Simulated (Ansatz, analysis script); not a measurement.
# Energy of spin spirals in MnS (Rambergite)

Spirals are solved in the crystal's own cell at each q. What do they say of the order in MnS (Rambergite)?

Main program and level: Ansatz 0.2.0; PBEsol, PAW set soft_1 (files made for PBE).

Most raw output is cut from this account.

The database entry behind the starting cell differs from later determinations by our own check (about 0.3 % short against later determinations), so it need not match the best structure at ambient conditions.

### Step 1. Set-up

Symmetry: P6_3mc, No. 186, hexagonal system. The conventional cell has a = 3.976 Å, b = 3.976 Å, c = 6.432 Å, α = 90.00°, β = 90.00°, γ = 120.00°. Mn has 4 S at 2.41 to 2.48 Å nearest. S has 4 Mn at 2.41 to 2.48 Å nearest. Farther neighbours and most contacts between anions are not listed.

As a file:

```cif
data_structure
_symmetry_space_group_name_H-M 'P6_3mc'
_symmetry_Int_Tables_number 186
_cell_length_a 3.9760
_cell_length_b 3.9760
_cell_length_c 6.4320
_cell_angle_alpha 90.000
_cell_angle_beta 90.000
_cell_angle_gamma 120.000
_cell_volume 88.06
loop_
_atom_site_label
_atom_site_type_symbol
_atom_site_symmetry_multiplicity
_atom_site_Wyckoff_symbol
_atom_site_fract_x
_atom_site_fract_y
_atom_site_fract_z
_atom_site_occupancy
Mn1 Mn 2 b 0.33333 0.66667 0.00000 1
S1 S 2 b 0.33333 0.66667 0.38500 1
```

The cell of this run holds 4 atoms, 2 of them with a starting moment; values «a cell» refer to the cell of the run in question.

### Step 2. Collinear start 1: ferro ++

The order that a run ends on hangs on its start, so several orders are typed and the lowest is carried on.

input.yaml

```yaml
crystal:
  lattice:
    - [3.976, 0.0, 0.0]
    - [-1.988, 3.4433170054, 0.0]
    - [0.0, 0.0, 6.432]
  atoms:
    - { symbol: Mn, position: [0.3333333333, 0.6666666667, 0.0], spin: 4.5 }
    - { symbol: Mn, position: [0.6666666667, 0.3333333333, 0.5], spin: 4.5 }
    - { symbol: S, position: [0.3333333333, 0.6666666667, 0.385] }
    - { symbol: S, position: [0.6666666667, 0.3333333333, 0.885] }
magnetization:
  spin_polarized: true
kpoints:
  mp_grid: { grid: [8, 8, 4] }
hamiltonian:
  xc: pbesol
  pseudopotentials: { kind: paw, azcp: { folder: soft_1 }, xc_functional: pbe }
scf:
  occupations: { method: fermi_dirac, width: 0.05 }
  max_iter: 120
  convergence: { dr2_threshold: 1.0e-08 }
  lower_state_search: "off"
output:
  write_density: true
  write_potential: true
  elf: true
  volumetric_format: npy
```

On the command line:

```console
$ ansatz run input.yaml --threads 1 --pin off --max-ram 2048MiB --backend cpu --events-out ev --progress --plain --runs-dir out
```

Run time: 15 s. Hardware: 1 thread of Intel Xeon Platinum 8488C (Sapphire Rapids), shared host; peak memory 0.37 GiB.

It ends ferromagnetic, with 4.15 μB on the largest site.

### Step 3. Collinear start 2: antiferro +-

A self-consistent run from these starting moments shows which magnetic state they lead to.

input.yaml, the sections that differ from step 2:

```yaml
crystal:
  lattice:
    - [3.976, 0.0, 0.0]
    - [-1.988, 3.4433170054, 0.0]
    - [0.0, 0.0, 6.432]
  atoms:
    - { symbol: Mn, position: [0.3333333333, 0.6666666667, 0.0], spin: 4.5 }
    - { symbol: Mn, position: [0.6666666667, 0.3333333333, 0.5], spin: -4.5 }
    - { symbol: S, position: [0.3333333333, 0.6666666667, 0.385] }
    - { symbol: S, position: [0.6666666667, 0.3333333333, 0.885] }
# magnetization, kpoints, hamiltonian, scf: as in step 2
# output: removed
```

Wall time 15 s (1 thread); peak memory 0.43 GiB.

It ends antiferromagnetic, with 4.03 μB on the largest site.

### Step 4. The collinear states

| typed order | atoms | final state | energy (meV/atom) | largest moment (μB) |
| --- | --- | --- | --- | --- |
| ferro ++ | 4 | ferromagnetic | 86.61 | 4.15 |
| antiferro +- | 4 | antiferromagnetic | 0.00 | 4.03 |

The session goes on from the lowest state with moments found, typed antiferro +-.

Spin moment in the atom's sphere by atom:

| atom | spin moment in the atom's sphere (μB) |
| --- | --- |
| Mn1 | 4.03 |
| Mn2 | -4.03 |
| S3 | -0.05 |
| S4 | 0.05 |

Tables count atoms from 1; parts of the log count from 0.

Each spiral starts from these moments, tilted 90° from the rotation axis z (a flat spiral), with their directions locked in the turning frame; energies are taken at the locked directions, corrected for the field of the lock. Spin–orbit coupling is switched off, so the energy does not depend on how the axis lies in the crystal. The folder named start holds the saved collinear state, from which each run begins.

The runs on spinors take the mesh 12×12×4.

### Step 5. q = (0, 0, 0)

The reference is the same input at q = 0, so that basis and exchange-correlation form match those at other q. Every q is chosen so that q/2 is a mesh vector: every spiral then samples the k-points of q = 0, and much mesh noise cancels.

input.yaml, the sections that differ from step 3:

```yaml
crystal:
  lattice:
    - [3.976, 0.0, 0.0]
    - [-1.988, 3.4433170054, 0.0]
    - [0.0, 0.0, 6.432]
  atoms:
    - { symbol: Mn, position: [0.3333333333, 0.6666666667, 0.0], spin: 4.03, spin_axis: [1.0, 0.0, 0.0] }
    - { symbol: Mn, position: [0.6666666667, 0.3333333333, 0.5], spin: 4.03, spin_axis: [-1.0, 0.0, 0.0] }
    - { symbol: S, position: [0.3333333333, 0.6666666667, 0.385] }
    - { symbol: S, position: [0.6666666667, 0.3333333333, 0.885] }
kpoints:
  mp_grid: { grid: [12, 12, 4] }
basis:
  ecutwfc: 420.0
magnetization:
  noncollinear: true
  spin_spiral: { q: [0.0, 0.0, 0.0] }
  spin_locking: { lock_directions: true }
checkpoint:
  read: start
# hamiltonian, scf: as in step 3
```

Wall time 2.3 min (1 thread); peak memory 1.8 GiB.

The largest moment is 4.03 μB, against 4.03 μB in the collinear run.

### Step 6. q = (0, 0, 0.5)

Only q changes. The cell stays that of the crystal, since the generalised Bloch theorem carries the rotation from cell to cell.

Changes to input.yaml since step 5:

```diff
@@ -24,3 +24,3 @@
   noncollinear: true
-  spin_spiral: { q: [0.0, 0.0, 0.0] }
+  spin_spiral: { q: [0.0, 0.0, 0.5] }
   spin_locking: { lock_directions: true }
```

The job ended after 4.2 min (1 thread; peak memory 1.8 GiB).

The energy of the cell lies 149 meV above that at q = 0, and the largest moment is 4.08 μB against 4.03 μB.

### Step 7. q = (0.167, 0, 0)

Changes to input.yaml since step 6:

```diff
@@ -24,3 +24,3 @@
   noncollinear: true
-  spin_spiral: { q: [0.0, 0.0, 0.5] }
+  spin_spiral: { q: [0.16666667, 0.0, 0.0] }
   spin_locking: { lock_directions: true }
```

It took 4.1 min on 1 thread; peak memory 1.8 GiB.

The energy of the cell lies 60.3 meV below that at q = 0, and the largest moment is 4.01 μB against 4.03 μB.

### Step 8. q = (0.333, 0, 0.5)

Changes to input.yaml since step 7:

```diff
@@ -24,3 +24,3 @@
   noncollinear: true
-  spin_spiral: { q: [0.16666667, 0.0, 0.0] }
+  spin_spiral: { q: [0.33333333, 0.0, 0.5] }
   spin_locking: { lock_directions: true }
```

It took 4.2 min on 1 thread; peak memory 1.8 GiB.

The energy of the cell lies 77.0 meV below that at q = 0, and the largest moment is 4.00 μB against 4.03 μB.

### Step 9. q = (0.5, 0, 0.5)

Changes to input.yaml since step 8:

```diff
@@ -24,3 +24,3 @@
   noncollinear: true
-  spin_spiral: { q: [0.33333333, 0.0, 0.5] }
+  spin_spiral: { q: [0.5, 0.0, 0.5] }
   spin_locking: { lock_directions: true }
```

Run time: 4.1 min. Hardware: 1 thread; peak memory 1.8 GiB.

The energy of the cell lies 146 meV below that at q = 0, and the largest moment is 3.98 μB against 4.03 μB.

5 more runs differ from these in the same keys alone and are tabled below.

### Step 10. E(q)

| q (reciprocal lattice) | path length (1/Å) | E(q) − E(0) (meV a magnetic atom) | \|m\| Mn no. 1 (μB) | \|m\| Mn no. 2 (μB) |
| --- | --- | --- | --- | --- |
| (0, 0, 0) | 0.000 | 0.00 | 4.03 | 4.03 |
| (0.167, 0, 0) | 0.304 | -30.16 | 4.01 | 4.01 |
| (0.333, 0, 0) | 0.608 | -79.48 | 3.97 | 3.97 |
| (0.5, 0, 0) | 0.912 | -84.07 | 3.97 | 3.97 |
| (0.333, 0.333, 0) | 1.439 | -90.61 | 3.97 | 3.97 |
| (0.167, 0.167, 0) | 1.966 | -69.60 | 3.98 | 3.98 |
| (0, 0, 0) | 2.493 | 0.00 | 4.03 | 4.03 |
| (0, 0, 0.5) | 2.981 | 74.58 | 4.08 | 4.08 |
| (0.167, 0, 0.5) | 3.285 | 34.74 | 4.05 | 4.05 |
| (0.333, 0, 0.5) | 3.589 | -38.50 | 4.00 | 4.00 |
| (0.5, 0, 0.5) | 3.893 | -72.77 | 3.98 | 3.98 |

### Step 11. Outcome

```yaml
lowest_point_of_the_path: q = (0.333, 0.333, 0), -90.6 meV a magnetic atom from q = 0
highest_point: 74.6 meV a magnetic atom
```

In words: The state at q = (0.333, 0.333, 0) lies 90.6 meV a magnetic atom below the antiferromagnetic start, so that start is not the lowest state. The moments change by at most 2 % from their size at q = 0, so they are well localised. No spin model is given, since this treatment keeps to cells with one magnetic atom. States with other phases between the sublattices can lie lower than any point of this path. The 10 spiral runs took 39 min of wall time, added up. Without a U, semilocal functionals delocalise the d or f electrons of such compounds, which shrinks moments, overestimates superexchange, narrows or closes the gap and can change the order. In doubt: the program's search for lower states was switched off, so a lower magnetic state than those reached may exist.

[Logs and program files are shortened in this print: banners, set-up blocks, solver, clock and traceback lines can be left out without a mark of their own.]

[Logs are printed without paths, hosts, clocks, repeated set-up lines and the standing remarks that a program may print on its own settings, such as how far it seeks lower states.]

[Hosts, paths, dates, database ids (printed as entryN), source tags and the programs' standing remarks are cut or masked in the printed files.]
